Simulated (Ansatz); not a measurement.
Rows from a G0W0 calculation on H4C2SeSO2 (Pc) (Ansatz 0.2.0; G0W0 on PBE, plane waves, PAW; PAW set soft_1; 4×4×2 mesh, 179 empty bands, screening to 48 eV, PAW set soft_1 files), in eV. Spin-orbit coupling is left out.

| row | k | band | start | Σx | Σc at the solution | Vxc |
| --- | --- | --- | --- | --- | --- | --- |
| A | (-0.500, 0.000, 0.000) | c1 | 5.897 | -9.244 | -3.087 | -13.827 |
| B | (-0.500, -0.500, 0.000) | c1 | 6.116 | -9.427 | -3.135 | -14.148 |
| C | (-0.500, -0.500, 0.000) | c2 | 6.152 | -8.695 | -3.250 | -13.476 |
| D | (-0.500, -0.500, 0.000) | v1 | 2.908 | -18.124 | 2.354 | -14.740 |
| E | (-0.500, 0.000, 0.000) | c2 | 6.216 | -8.751 | -3.244 | -13.506 |
| F | (-0.500, 0.000, 0.000) | v1 | 2.467 | -17.740 | 2.435 | -14.190 |

**Question.** Give the quasiparticle energies and the shift of each level.

The quasiparticle equation reads E = start + Σx + Σc(E) − Vxc.

| row | E (eV) | shift (eV) |
| --- | --- | --- |
| A | 7.394 | +1.497 |
| B | 7.701 | +1.585 |
| C | 7.682 | +1.530 |
| D | 1.878 | −1.030 |
| E | 7.727 | +1.510 |
| F | 1.352 | −1.115 |

The gap over the computed points goes from 2.99 eV to 5.52 eV.

Limits: not at the basis limit; no spin-orbit coupling.

[Runs of the session that timed out or met a known fault of the program may be left out.]

[Cells called generated may have been cut or substituted from an entry of the Crystallography Open Database or the Materials Project.]

[Hosts, paths, dates, database ids (printed as entryN), source tags and the programs' standing remarks are cut or masked in the printed files.]
